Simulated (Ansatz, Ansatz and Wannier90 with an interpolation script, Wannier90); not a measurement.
Rows from a G0W0 calculation on Sb (buckled honeycomb monolayer) (Ansatz 0.2.0; G0W0 on LDA, plane waves, PAW; 6×6×1 mesh, 600 empty bands, screening to 80 eV), in eV. Spin-orbit coupling is left out.

| row | k | band | start | Σx | Σc at the solution | Vxc |
| --- | --- | --- | --- | --- | --- | --- |
| A | Γ | c2 | -2.095 | -9.175 | -3.804 | -13.572 |
| B | (0.000, 0.333, 0.000) | c1 | -3.816 | -7.650 | -3.033 | -11.152 |
| C | Γ | v1 | -4.953 | -15.068 | 0.406 | -14.403 |
| D | (0.000, 0.333, 0.000) | c2 | -1.939 | -6.808 | -3.759 | -11.040 |
| E | (0.000, 0.333, 0.000) | v1 | -5.912 | -13.967 | 0.913 | -12.674 |
| F | Γ | c1 | -3.290 | -9.069 | -3.527 | -13.283 |

Question: Work out each quasiparticle level and how far it moved.

The quasiparticle equation reads E = start + Σx + Σc(E) − Vxc.

| row | E (eV) | shift (eV) |
| --- | --- | --- |
| A | -1.503 | +0.592 |
| B | -3.347 | +0.469 |
| C | -5.212 | −0.259 |
| D | -1.466 | +0.473 |
| E | -6.293 | −0.381 |
| F | -2.604 | +0.686 |

Limits: not at the basis limit; no spin-orbit coupling.

[Runs of the session that timed out or met a known fault of the program may be left out.]

[Hosts, paths, dates, database ids (printed as entryN), source tags and the programs' standing remarks are cut or masked in the printed files.]
